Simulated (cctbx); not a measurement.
# ErCrS4: precision against data quality

Space group I4_1/amd (no. 141, origin choice 1), a = 8.8170 Å, b = 8.8170 Å, c = 7.7340 Å, α = 90.00°, β = 90.00°, γ = 90.00°.

| atom | mult. | x | y | z | Ueq (Å²) |
| --- | --- | --- | --- | --- | --- |
| Er1 | 4 | 0 | 0 | 0 | 0.0137 |
| Cr1 | 4 | 1/2 | 0 | 1/4 | 0.0565 |
| S1 | 16 | 0.1934 | 0 | 0.6781 | 0.0217 |

The model is made up (kin elements in a known structure type, no relaxation), so it says nothing on whether the phase exists.

Five simulated data sets (cctbx; Ag Kα, λ = 0.56087 Å; 2 % proportional error) differ in resolution or exposure (noise floor 8 counts in the first three, 8 in the last two). Each is refined with the right model, isotropic at 1.1 Å and anisotropic otherwise. How do the figures of merit and the uncertainties move?

```csv
d min (Å),top counts,"⟨I/σ⟩ (unmerged, absences included)",unique,param. (scale apart),Rint,R1,GooF,largest s.u. xyz (fractional),s.u. U of S1 (Å²),largest error (Å)
1.1,20000,13.6,72,5,0.020,0.0117,3.09,0.00027,0.0007,0.0013
0.84,20000,11.6,154,10,0.022,0.0046,0.88,0.00005,0.0002,0.0009
0.6,20000,8.5,403,10,0.027,0.0070,0.99,0.00004,0.0001,0.0009
0.75,300,1.0,214,10,0.289,0.0424,0.80,0.00060,0.0023,0.0110
0.75,3000,4.6,214,10,0.054,0.0107,0.80,0.00011,0.0004,0.0025
```

GooF reaches 3.09 where the model lacks something that the data hold (anisotropy at the isotropic level, for one). The s.u. of U for S1 goes 0.0007, 0.0002, 0.0001 Å² with resolution and 0.0023, 0.0004 Å² with exposure.

The 1.1 Å row also differs in its displacement model, so it isn't a clean test of resolution.

Hardware for the 0.6 Å refinement: 0.52 s on 1 thread of Arm Neoverse N1, with other jobs on the host, peak memory 0.09 GiB.

[Logs are printed without paths, hosts, clocks, repeated set-up lines and the standing remarks that a program may print on its own settings, such as how far it seeks lower states.]
